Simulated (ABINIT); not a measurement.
An input for ABINIT 10.8.3 (Ba2TaBiO6 (R-3)):

```
acell 3*1.0 Angstrom
rprim 
  3.075626834241 1.775713980676 4.956223105800
  -3.075626834241 1.775713980676 4.956223105800
  0.000000000000 -3.551427961352 4.956223105800
ntypat 4
znucl 56 73 83 8
natom 10
typat 1 1 2 3 4 4 4 4 4 4
xred 
  0.748816000000 0.748816000000 0.748816000000
  0.251184000000 0.251184000000 0.251184000000
  0.500000000000 0.500000000000 0.500000000000
  0.000000000000 0.000000000000 0.000000000000
  0.725510000000 0.218856000000 0.322035000000
  0.218856000000 0.322035000000 0.725510000000
  0.322035000000 0.725510000000 0.218856000000
  0.274490000000 0.781144000000 0.677965000000
  0.677965000000 0.274490000000 0.781144000000
  0.781144000000 0.677965000000 0.274490000000
pp_dirpath "pseudos"
pseudos "Ba.upf, Ta.upf, Bi.upf, O.upf"
ecut 36
ngkpt 2 2 2
nshiftk 1
shiftk 0 0 0
kptopt 1
chksymbreak 0
istwfk *1
occopt 1
irdwfk 1
optdriver 4
nband 62
gwcalctyp 0
ecutsigx 36
symsigma 1
nkptgw 3
kptgw 
  0.5000000000 0.5000000000 0.5000000000
  0.5000000000 0.0000000000 0.0000000000
  0.0000000000 0.0000000000 0.0000000000
bdgw 
  41 45
  41 44
  40 44
ecuteps 5.6
irdscr 1
ppmodel 1
gwcomp 1
gwencomp 1.5
indata_prefix "in"
outdata_prefix "out"
tmpdata_prefix "tmp"
```

```sh
OMP_NUM_THREADS=1 mpirun -n 8 abinit run.abi > log
```

**Question.** How long will it take on 8 MPI ranks of Intel Xeon 6975P-C (Granite Rapids), shared host, and how much memory?

It took 26 s; on shared hardware allow 13 s to 51 s. Peak host memory was 2.9 GiB.

[Paths, hosts, dates, memory and timing lines, banners, echoed tables and standing remarks are left out of the program output.]

[Logs are printed without paths, hosts, clocks, repeated set-up lines and the standing remarks that a program may print on its own settings, such as how far it seeks lower states.]

[Runs of the session that timed out or met a known fault of the program may be left out.]

[Hosts, paths, dates, database ids (printed as entryN), source tags and the programs' standing remarks are cut or masked in the printed files.]

[G0W0 gaps are taken among the corrected bands and points alone; a level outside them can change the order at an edge.]

[Where Ansatz stands beside ABINIT at settings called matched, ABINIT's density can come from a denser mesh and the files from another edition; pairs whose starting gaps differed by over 0.03 eV were left out, so agreement reads better than it is.]
